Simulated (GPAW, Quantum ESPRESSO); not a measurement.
# Near-edge structure at the F K edge of CdF2 (Fm-3m), part 4 of 4

Do two independent programs agree on the F K edge of CdF2 (Fm-3m)? The same cell and functional are run with XSpectra and with GPAW.

Quantum ESPRESSO 7.5 and GPAW 26.7.0; core-hole supercells, plane-wave PAW PBE.

So far. Step 12 (The field without a hole (GPAW)): The mesh shows a gap of 3.07 eV, so the hole is first treated in a charged cell, without the excited electron. Step 13 (Spectrum without a core hole,  (GPAW)): The program stopped, so this step gives no result.

**15. Spectrum with FCH, F atom 2 (GPAW)**

Level of this step: X-ray absorption from dipole matrix elements to empty bands, plane-wave PAW PBE (GPAW).

The holes are 6.6 Å apart. The excited electron is left out and a uniform background balances the charge. After the field has converged, empty bands are computed with the density fixed and the dipole matrix elements are summed.

xas.py reads:

```python
import numpy as np
from ase import Atoms
from ase.parallel import parprint, paropen
from gpaw import GPAW, PW, FermiDirac, Mixer, MixerDif, setup_paths
from gpaw.test import gen
setup_paths.insert(0, '.')
gen('F', name='fch1s', xcname='PBE', corehole=(1, 0, 1), write_xml=True)
from gpaw.mpi import world
world.barrier()

atoms = Atoms('Cd6F12',
    cell=[[-2.694, -2.694, -5.388],
     [-2.694, -2.694, 5.388],
     [-2.694, 5.388, 2.694]],
    scaled_positions=[[0, 0, 0],
     [0.66666667, 0, 0.33333333],
     [0.5, 0.5, 0],
     [0.33333333, 0, 0.66666667],
     [0.16666667, 0.5, 0.33333333],
     [0.83333333, 0.5, 0.66666667],
     [0.875, 0.625, 0],
     [0.54166667, 0.625, 0.33333333],
     [0.375, 0.125, 0],
     [0.20833333, 0.625, 0.66666667],
     [0.04166667, 0.125, 0.33333333],
     [0.70833333, 0.125, 0.66666667],
     [0.625, 0.875, 0],
     [0.29166667, 0.875, 0.33333333],
     [0.125, 0.375, 0],
     [0.95833333, 0.875, 0.66666667],
     [0.79166667, 0.375, 0.33333333],
     [0.45833333, 0.375, 0.66666667]],
    pbc=True)
atoms.calc = calc = GPAW(legacy_gpaw=True, mode=PW(500, force_complex_dtype=True), xc='PBE', setups={6: 'fch1s'},
    kpts={'size': (3, 2, 3), 'gamma': True}, occupations=FermiDirac(0.02),
    charge=0, mixer=Mixer(0.1, 5, 50), maxiter=150,
    convergence={'density': 0.0001, 'eigenstates': 1e-6}, txt='scf.txt')
energy = atoms.get_potential_energy() + calc.get_reference_energy()
ef = calc.get_fermi_level()
out = dict(energy=energy, fermi=ef, forces=atoms.get_forces().tolist())
parprint(f'all-electron energy {energy:.4f} eV, Fermi level {ef:.4f} eV')
ev = np.array([[calc.get_eigenvalues(k, s) for k in range(len(calc.get_ibz_k_points()))] for s in range(calc.get_number_of_spins())])
out['homo'], out['lumo'], out['counts'] = ev[ev < ef].max(), ev[ev > ef].min(), sorted(set((ev < ef).sum((0, 2)).tolist()))
out['filled'] = (ev[:, 0] < ef).sum(1).tolist()

from ase.units import Ha
from gpaw.xas import dipole_matrix_elements
nb = int(calc.get_number_of_electrons() / 2) + 142
top, nb = nb, nb + 8 + nb // 12
nscf = calc.fixed_density(kpts={'size': (3, 3, 3), 'gamma': True}, nbands=nb,
    convergence={'bands': top, 'eigenstates': 1e-5}, maxiter=60, txt='nscf.txt')
cell = atoms.cell.array
ops = [cell.T @ U.T @ np.linalg.inv(cell.T) for U in nscf.wfs.kd.symmetry.op_scc]
filled = [78]  # bands filled in the ground state, by spin
E = np.arange(-6, 34, 0.1)
fwhm = np.interp(E, [4, 25], [0.9, 3.5])
Y, X, zero, highest = 0, 0, 1e9, 1e9
for spin in range(nscf.get_number_of_spins()):
    wfs = nscf.wfs
    A = dipole_matrix_elements(wfs.setups[6])
    eps = np.zeros((wfs.kd.nibzkpts, nb))
    d = np.zeros((3, A.shape[1], wfs.kd.nibzkpts, nb), complex)
    for kpt in wfs.kpt_u:
        if kpt.s == spin and 6 in kpt.P_ani:
            eps[kpt.k] = kpt.eps_n * Ha
            d[:, :, kpt.k] = (kpt.weight * wfs.nspins / 2) ** 0.5 * np.inner(A, kpt.P_ani[6])
    world.sum(eps)
    world.sum(d)
    T = np.einsum('amkn,bmkn->abkn', d, d.conj()).real
    T = sum(np.einsum('ai,ijkn,bj->abkn', R, T, R) for R in ops) / len(ops)
    empty = np.ones_like(eps, bool) & (np.arange(nb) >= filled[spin])
    zero, highest = min(zero, eps[empty].min()), min(highest, eps[:, top - 1].min())
    lines = [(eps, T, empty)] if spin == 0 else lines + [(eps, T, empty)]
for eps, T, empty in lines:
    f = np.einsum('aakn->akn', T).reshape(3, -1)
    x = eps.ravel() - zero
    w = np.interp(x, E, fwhm) / 2.35482
    g = np.exp(-0.5 * ((E[:, None] - x) / w) ** 2) / (w * (2 * np.pi) ** 0.5)
    Y = Y + (f * empty.ravel()) @ g.T
    X = X + (f * ~empty.ravel()) @ g.T
out.update(E=E.round(2).tolist(), xas=Y.tolist(), xes=X.tolist(), zero=zero, valid=highest - zero, nk=len(eps), nb=nb)
for i in range(0, len(E), 10):
    parprint(f'{E[i]:7.2f}', *(f'{v:10.3e}' for v in Y[:, i]))
import json
with paropen('out.json', 'w') as f:
    json.dump(out, f)
```

On the command line:

```sh
$ OMP_NUM_THREADS=1 mpirun -n 4 gpaw python xas.py
```

Numbers of over 12 decimals in the logs are rounded to 6 here.

The log of the run:

```text
Input parameters:
  convergence: {density: 0.0001,
                eigenstates: 1e-06}
  kpts: {gamma: True,
         size: (3, 2, 3)}
  maxiter: 150
  mixer: {backend: pulay,
          beta: 0.1,
          method: separate,
          nmaxold: 5,
          weight: 50}
  mode: {ecut: 500.0,
         force_complex_dtype: True,
         name: pw}
  occupations: {fixmagmom: False,
                name: fermi-dirac,
                width: 0.02}
  setups: {6: fch1s}
  xc: PBE

Initialize ...

[... PAW data sets ...]

Reference energy: -944899.634630  # eV

Spin-paired calculation

[... convergence settings ...]
Symmetries present (total): 2
  [... symmetry matrices ...]

18 k-points: 3 x 2 x 3 Monkhorst-Pack grid + [0.000000,1/4,0.000000]
8 k-points in the irreducible part of the Brillouin zone
       k-points in crystal coordinates                weights
   0:     0.00000000    0.00000000    0.00000000          1/18
   1:     0.00000000    0.00000000    0.33333333          2/18
   2:     0.00000000    0.50000000    0.00000000          1/18
   3:     0.00000000    0.50000000    0.33333333          2/18
   4:     0.33333333    0.00000000    0.00000000          4/18
   5:     0.33333333    0.00000000    0.33333333          2/18
   6:     0.33333333    0.50000000    0.00000000          4/18
   7:     0.33333333    0.50000000    0.33333333          2/18

Wave functions: Plane wave expansion
  Cutoff energy: 500.000 eV
  Number of coefficients (min, max): 5897, 5971
  Pulay-stress correction: 0.000000 eV/Ang^3 (de/decut=0.000000)
  Using FFTW library
  Wavefunction extrapolation:
    Improved wavefunction reuse through dual PAW basis

Occupation numbers: Fermi-Dirac:
  width: 0.0200  # eV

Eigensolver
   Davidson(niter=2)

Densities:
  Coarse grid: 35*35*35 grid
  Fine grid: 70*70*70 grid
  Total Charge: 1.000000

Density mixing:
  Method: separate
  Backend: pulay
  Linear mixing parameter: 0.1
  old densities: 5
  Width of damping distribution: 1.1
  Damping of long wavelength oscillations: 50

[... Hamiltonian set-up ...]
Number of atoms: 18
Number of atomic orbitals: 102
Number of bands in calculation: 98
Number of valence electrons: 156
Bands to converge: occupied

... initialized

Initializing position-dependent things.

Density initialized from atomic densities
Creating initial wave functions:
  98 bands from LCAO basis set

                 F
               F
                    Cd
                 F      F
                     Cd
         F   CdF      F   Cd
              F  F
                  Cd
               F      F
                    Cd
              F

Atomic positions and initial magnetic moments

Positions:
   0 Cd     0.000000    0.000000    0.000000    ( 0.0000,  0.0000,  0.0000)
   1 Cd    -2.694000   -0.000000   -2.694000    ( 0.0000,  0.0000,  0.0000)
   2 Cd    -2.694000   -2.694000    0.000000    ( 0.0000,  0.0000,  0.0000)
   3 Cd    -2.694000    2.694000    0.000000    ( 0.0000,  0.0000,  0.0000)
   4 Cd    -2.694000   -0.000000    2.694000    ( 0.0000,  0.0000,  0.0000)
   5 Cd    -5.388000    0.000000    0.000000    ( 0.0000,  0.0000,  0.0000)
   6 F     -4.041000   -4.041000   -1.347000    ( 0.0000,  0.0000,  0.0000)
[...]
15 F     -6.735000   -1.347000    1.347000    ( 0.0000,  0.0000,  0.0000)
  16 F     -4.041000   -1.347000   -1.347000    ( 0.0000,  0.0000,  0.0000)
  17 F     -4.041000    1.347000    1.347000    ( 0.0000,  0.0000,  0.0000)

Unit cell:
           periodic     x           y           z      points  spacing
  1. axis:    yes   -2.694000   -2.694000   -5.388000    35     0.1561
  2. axis:    yes   -2.694000   -2.694000    5.388000    35     0.1778
  3. axis:    yes   -2.694000    5.388000    2.694000    35     0.1633

  Lengths:   6.598925   6.598925   6.598925
  Angles:   80.405932 120.000000 109.471221

Effective grid spacing dv^(1/3) = 0.1762

iter:   1   -97.719578
iter:   2   -92.293731   -1.54  -1.13
iter:   3   -85.734976   -0.48  -1.21
iter:   4   -85.302884   -2.03  -1.49
iter:   5   -85.494708   -2.33  -1.79
iter:   6   -85.257507   -2.23  -2.21
iter:   7   -85.254134   -3.75  -2.45
iter:   8   -85.253702c  -3.95  -2.75
iter:   9   -85.252428c  -4.28  -2.96
iter:  10   -85.252432c  -5.46  -3.46
iter:  11   -85.252439c  -5.37  -3.52
iter:  12   -85.252431c  -6.25c -3.84
iter:  13   -85.252425c  -6.79c -4.16c

Converged after 13 iterations.

Dipole moment: (-0.387036, -0.387036, -0.401901) |e|*Ang

Energy contributions relative to reference atoms: (reference = -944899.634630)

Kinetic:       +204.717059
Potential:     -200.995737
External:        +0.000000
XC:             -91.629180
Entropy (-ST):   -0.000000
Local:           +2.655433
SIC:             +0.000000
--------------------------
Free energy:    -85.252425
Extrapolated:   -85.252425

Showing only first 2 kpts
 Kpt  Band  Eigenvalues  Occupancy
  0    76      1.90179    2.00000
  0    77      1.90875    2.00000
  0    78      4.85779    0.00000
  0    79      8.78433    0.00000

  1    76      1.89886    2.00000
  1    77      2.00777    2.00000
  1    78      5.91971    0.00000
[...]
Fermi level: 2.80739

Gap: 2.850 eV
Transition (v -> c):
  (s=0, k=1, n=77, [0.00, 0.00, 0.33]) -> (s=0, k=0, n=78, [0.00, 0.00, 0.00])
Direct/indirect transitions are different
Direct gap: 2.949 eV
Transition at: (s=0, k=0, n=77, [0.00, 0.00, 0.00])

Forces in eV/Ang:
  0 Cd   -1.18351   -1.18351    1.16679
  1 Cd   -0.02776   -0.01277    0.02789
  2 Cd    1.18530    1.18530    1.13934
  3 Cd   -0.01277   -0.02776    0.02789
  4 Cd   -1.15981    1.20180   -1.18293
  5 Cd    1.20180   -1.15981   -1.18293
  6 F    -0.00593   -0.00593    0.00939
[...]
15 F     0.02017    0.79488   -0.02242
 16 F    -0.03505   -0.77089    0.03117
 17 F    -0.77089   -0.03505    0.03117
Scalar-relativistic atomic PBE calculation for F (Fluorine, Z=9)
Core hole in 1s state (1s occupation: 1.0)
300 radial gridpoints.
|------------------------------------------------|
|------------------------------------------------|
[... the atom generator's iteration count ...]

Energy contributions:
-------------------------
Kinetic:      +73.588488
XC:            -7.935782
Potential:   -139.373169
-------------------------
Total:        -73.720463

state      eigenvalue         ekin         rmax
-----------------------------------------------
1s^1.0 :   -27.692732    39.310127        0.112
2s^2.0 :    -1.892673     5.152084        0.708
2p^5.0 :    -1.207400     4.794839        0.607
-----------------------------------------------
(units: Bohr and Hartree)

Generating PAW setup
Kinetic energy of the core from tauc = 39.350845
Cutoffs:
rc(s)=1.200
rc(p)=1.200
rc(d)=1.200
rc(vbar)=1.080
rc(comp)=1.200
rc(nct)=1.200

Kinetic energy of the core states: 39.310127
Charge: 1.0
Core electrons: 1.0
Valence electrons: 7.0
Pseudo-core charge: 0.000097
Shape function alpha=6.944
Pseudo-electron charge 5.400158
state    eigenvalue         norm
--------------------------------
2s(2) :    -1.892673     1.038845
*s    :    -0.892673
2p(5) :    -1.207400     0.664474
*p    :    -0.207400
*d    :     0.000000
--------------------------------

Diagonalizing with gridspacing h=0.050

state   all-electron     PAW
-------------------------------
2s:      -1.892673    -1.894840
2p:      -1.207400    -1.210195
*d:                   -0.059772
*f:                   -0.013415
-------------------------------
all-electron energy -944984.8871 eV, Fermi level 2.8074 eV
[...]
31.00  4.078e-05  4.078e-05  4.037e-05
  32.00  4.444e-05  4.444e-05  4.421e-05
  33.00  4.312e-05  4.312e-05  4.295e-05
```

Run time: 2.5 min. Hardware: 4 MPI ranks of Arm Neoverse V2, shared host; peak memory 0.43 GiB.

The F K spectrum, F atom 2, full core hole (charged cell) (energy from the lowest empty level; intensity scaled to a mean of 1 over the first 20 eV):

```
E (eV)  intensity
 -2.00       0.00
 -1.25       0.00
 -0.50       0.00
  0.25       0.01
  1.00       0.08
  1.75       0.12
  2.50       0.53
  3.25       1.42
  4.00       2.19
  4.75       0.98
  5.50       0.26
  6.25       0.81
  7.00       1.50
  7.75       1.04
  8.50       0.99
  9.25       1.65
 10.00       1.92
 10.75       1.49
 11.50       0.85
 12.25       0.45
 13.00       0.33
 13.75       0.36
 14.50       0.53
 15.25       0.80
 16.00       1.00
 16.75       1.18
 17.50       1.46
 18.25       1.73
 19.00       1.73
 19.75       1.46
 20.50       1.13
 21.25       0.85
 22.00       0.66
 22.75       0.53
 23.50       0.45
 24.25       0.43
 25.00       0.46
 25.75       0.56
 26.50       0.70
 27.25       0.83
 28.00       0.94
 28.75       1.03
 29.50       1.13
 30.25       1.27
 31.00       1.42
 31.75       1.54
```

Main maxima below 24 eV (height): 4.0 eV (2.19), 7.0 eV (1.50), 9.9 eV (1.93) and 18.6 eV (1.77). 

The hole costs E(hole) − E(ground) = 687.39 eV, and the lowest empty level of the hole cell on the spectrum's mesh lies at 4.86 eV, which puts the zero at 692.25 eV. With the free-atom term of -9.97 eV for this edge, the photon energy is 682.27 eV.

**16. Excitation energy, F atom 2 (GPAW)**

With the excited electron kept in the cell the system stays neutral, and the energy difference is an excitation energy by itself. In a small cell that electron takes up a good share of the lowest empty band, or all of one, which shifts the value from the true onset.

Changed against the first core-hole run: core hole to XCH, with the smearing that suits a partly filled band.

scf.py reads:

```python
import numpy as np
from ase import Atoms
from ase.parallel import parprint, paropen
from gpaw import GPAW, PW, FermiDirac, Mixer, MixerDif, setup_paths
from gpaw.test import gen
setup_paths.insert(0, '.')
gen('F', name='fch1s', xcname='PBE', corehole=(1, 0, 1), write_xml=True)
from gpaw.mpi import world
world.barrier()

atoms = Atoms('Cd6F12',
    cell=[[-2.694, -2.694, -5.388],
     [-2.694, -2.694, 5.388],
     [-2.694, 5.388, 2.694]],
    scaled_positions=[[0, 0, 0],
     [0.66666667, 0, 0.33333333],
     [0.5, 0.5, 0],
     [0.33333333, 0, 0.66666667],
     [0.16666667, 0.5, 0.33333333],
     [0.83333333, 0.5, 0.66666667],
     [0.875, 0.625, 0],
     [0.54166667, 0.625, 0.33333333],
     [0.375, 0.125, 0],
     [0.20833333, 0.625, 0.66666667],
     [0.04166667, 0.125, 0.33333333],
     [0.70833333, 0.125, 0.66666667],
     [0.625, 0.875, 0],
     [0.29166667, 0.875, 0.33333333],
     [0.125, 0.375, 0],
     [0.95833333, 0.875, 0.66666667],
     [0.79166667, 0.375, 0.33333333],
     [0.45833333, 0.375, 0.66666667]],
    pbc=True)
atoms.calc = calc = GPAW(legacy_gpaw=True, mode=PW(500, force_complex_dtype=True), xc='PBE', setups={6: 'fch1s'},
    kpts={'size': (3, 2, 3), 'gamma': True}, occupations=FermiDirac(0.04),
    charge=-1, mixer=Mixer(0.1, 5, 50), maxiter=150,
    convergence={'density': 0.0001, 'eigenstates': 1e-6}, txt='scf.txt')
energy = atoms.get_potential_energy() + calc.get_reference_energy()
ef = calc.get_fermi_level()
out = dict(energy=energy, fermi=ef, forces=atoms.get_forces().tolist())
parprint(f'all-electron energy {energy:.4f} eV, Fermi level {ef:.4f} eV')
ev = np.array([[calc.get_eigenvalues(k, s) for k in range(len(calc.get_ibz_k_points()))] for s in range(calc.get_number_of_spins())])
out['homo'], out['lumo'], out['counts'] = ev[ev < ef].max(), ev[ev > ef].min(), sorted(set((ev < ef).sum((0, 2)).tolist()))
out['filled'] = (ev[:, 0] < ef).sum(1).tolist()
import json
with paropen('out.json', 'w') as f:
    json.dump(out, f)
```

On the command line:

```sh
$ OMP_NUM_THREADS=1 mpirun -n 4 gpaw python scf.py
```

The log of the run:

```text
Input parameters:
  charge: -1
  convergence: {density: 0.0001,
                eigenstates: 1e-06}
  kpts: {gamma: True,
         size: (3, 2, 3)}
  maxiter: 150
  mixer: {backend: pulay,
          beta: 0.1,
          method: separate,
          nmaxold: 5,
          weight: 50}
  mode: {ecut: 500.0,
         force_complex_dtype: True,
         name: pw}
  occupations: {fixmagmom: False,
[...]
2s(2) :    -1.892673     1.038845
*s    :    -0.892673
2p(5) :    -1.207400     0.664474
*p    :    -0.207400
*d    :     0.000000
--------------------------------

Diagonalizing with gridspacing h=0.050

state   all-electron     PAW
-------------------------------
2s:      -1.892673    -1.894840
2p:      -1.207400    -1.210195
*d:                   -0.059772
*f:                   -0.013415
-------------------------------
all-electron energy -944978.9263 eV, Fermi level 6.6590 eV
[key lines of the parts left out:]
Converged after 14 iterations.
Dipole moment: (-0.357724, -0.357724, -0.415631) |e|*Ang
Free energy:    -79.297442
Fermi level: 6.65904
```

Run time: 36 s. Hardware: 4 MPI ranks; peak memory 0.34 GiB.

The total-energy difference is 693.35 eV. With the free-atom term of -9.97 eV for this edge, the photon energy is 683.38 eV.

**17. The two programs side by side**

The line shapes differ (Lorentzian half width 0.4 eV up to 4 eV, rising linearly to 1.75 eV at 25 eV (not a setting of the program: the run's 0.4 eV curve was folded afterwards with a further Lorentzian above 4 eV), against Gaussian full width 0.9 eV up to 4 eV, rising linearly to 3.5 eV at 25 eV), so both get a further Gaussian of 1.5 eV full width before they are compared; the Lorentzian tails remain.

```
E (eV)  XSpectra  GPAW
 -2.00      0.06  0.00
 -1.25      0.07  0.00
 -0.50      0.09  0.00
  0.25      0.13  0.03
  1.00      0.22  0.08
  1.75      0.41  0.24
  2.50      0.79  0.69
  3.25      1.32  1.33
  4.00      1.54  1.60
  4.75      1.20  1.11
  5.50      0.89  0.66
  6.25      1.00  0.86
  7.00      1.22  1.18
  7.75      1.22  1.15
  8.50      1.25  1.20
  9.25      1.43  1.53
 10.00      1.50  1.69
 10.75      1.30  1.41
 11.50      0.99  0.92
 12.25      0.74  0.55
 13.00      0.63  0.39
 13.75      0.62  0.41
 14.50      0.69  0.56
 15.25      0.81  0.78
 16.00      0.93  0.99
 16.75      1.04  1.21
 17.50      1.17  1.45
 18.25      1.29  1.64
 19.00      1.30  1.64
 19.75      1.19  1.44
 20.50      1.02  1.15
 21.25      0.86  0.88
 22.00      0.73  0.68
 22.75      0.63  0.55
 23.50      0.57  0.47
 24.25      0.54  0.45
 25.00      0.54  0.48
 25.75      0.57  0.57
 26.50      0.62  0.70
 27.25      0.69  0.83
 28.00      0.75  0.94
 28.75      0.79  1.04
 29.50      0.82  1.14
 30.25      0.85  1.27
 31.00      0.91  1.41
 31.75      1.00  1.50
```

```
                                                                          XSpectra        GPAW
                                                k mesh of the spectrum       4×4×4       3×3×3
                                                           cutoff (eV)         776         500
highest intensity below 16 eV after the common broadening, eV (height)  3.9 (1.55)  9.9 (1.70)
                                    zero, corrected photon energy (eV)       682.2       682.3
                                    core time, hole field and spectrum      21 min      10 min
```

**18. What the core hole does**

XSpectra's curves. Both curves are counted from their own zero, so only the shift of weight within the empty states shows.

```
E (eV)  no hole   FCH
  -2.0     0.03  0.03
  -1.0     0.05  0.05
   0.0     0.08  0.07
   1.0     0.19  0.15
   2.0     0.48  0.39
   3.0     0.86  1.04
   4.0     1.53  1.86
   5.0     1.31  0.81
   6.0     0.61  0.61
   7.0     1.57  1.56
   8.0     0.96  0.92
   9.0     1.06  1.33
  10.0     1.94  2.05
  11.0     2.24  1.26
  12.0     0.93  0.58
  13.0     0.64  0.44
  14.0     0.39  0.39
  15.0     0.58  0.69
  16.0     0.74  0.97
  17.0     0.57  0.92
  18.0     0.99  1.62
  19.0     1.58  1.95
  20.0     1.91  1.23
  21.0     1.34  0.95
  22.0     0.91  0.58
  23.0     0.52  0.46
  24.0     0.39  0.41
  25.0     0.39  0.37
  26.0     0.32  0.43
  27.0     0.46  0.69
  28.0     0.68  0.81
  29.0     0.59  0.97
  30.0     0.63  0.76
  31.0     0.45  0.71
  32.0     0.59  1.10
```

With each curve scaled to its own mean, the area from −2 to 6 eV with the hole is 4.6 against 4.8, and the centre of weight from −1 to 20 eV moves by +0.3 eV (first and strongest maxima below 20 eV: 4.5 eV (1.88), 11.1 eV (2.25) and 20.0 eV (1.92) without the hole, 3.9 eV (1.87), 10.1 eV (2.05) and 18.6 eV (2.01) with it); the shape changes all the same, by 32 % r.m.s.

**19. Results**

```yaml
absorber_and_edge: F K, atom 2 of the ground-state input (counted from 1)
surroundings: 4 Cd at 2.33 Å (tetrahedral, site symmetry -43m)
highest_intensity_below_16_ev_xspectra_narrow_line: 10.1 eV above the zero, height 2.05
photon_energy_of_the_zero_with_the_added_terms: 682.2 eV (raw 692.2 eV; uncertain by a few eV)
```

The two programs agree on the overall shape: 13 % r.m.s. remains over the first 14 eV after a relative shift of 0.0 eV, and their photon-energy zeros differ by 0.1 eV. What differs may come from the PAW partial waves, meshes, cutoffs and line shapes. In XSpectra the F K edge of atom 2, with 4 Cd at 2.33 Å (tetrahedral, site symmetry -43m), has its highest intensity of the first 16 eV at 10.1 eV above the zero, near 692 eV in photon energy (uncertain by a few eV), 2.1 times the mean level of the first 20 eV (Lorentzian half width 0.4 eV). In XSpectra: With each curve scaled to its own mean, the area from −2 to 6 eV with the hole is 4.6 against 4.8, and the centre of weight from −1 to 20 eV moves by +0.3 eV (first and strongest maxima below 20 eV: 4.5 eV (1.88), 11.1 eV (2.25) and 20.0 eV (1.92) without the hole, 3.9 eV (1.87), 10.1 eV (2.05) and 18.6 eV (2.01) with it); the shape changes all the same, by 32 % r.m.s. In XSpectra the neutral-cell energy lies +1.1 eV from the charged-cell zero, a gap made of the charged-cell error and of where the added electron settles. In GPAW the neutral-cell energy lies +1.1 eV from the charged-cell zero, a gap made of the charged-cell error and of where the added electron settles. Lifetime broadening is put in by hand, and intensities beyond about 20 eV depend on it and on the partial waves; weight that the partial waves miss at high energy is lost. The structure is a published determination, not relaxed.

[Banner, clock and machine lines of the logs are left out without a mark of their own.]

[Logs are printed without paths, hosts, clocks, repeated set-up lines and the standing remarks that a program may print on its own settings, such as how far it seeks lower states.]

[Hosts, paths, dates, database ids (printed as entryN), source tags and the programs' standing remarks are cut or masked in the printed files.]

[Lists of maxima count a maximum above −3 eV only where it reaches 4 % of the highest in the window and stands out from its surroundings by 2 % of it (1.5 % where it reaches 55 %); shoulders and weaker maxima are passed over, and of the rest the first, up to two pre-edge ones and the few strongest are named.]
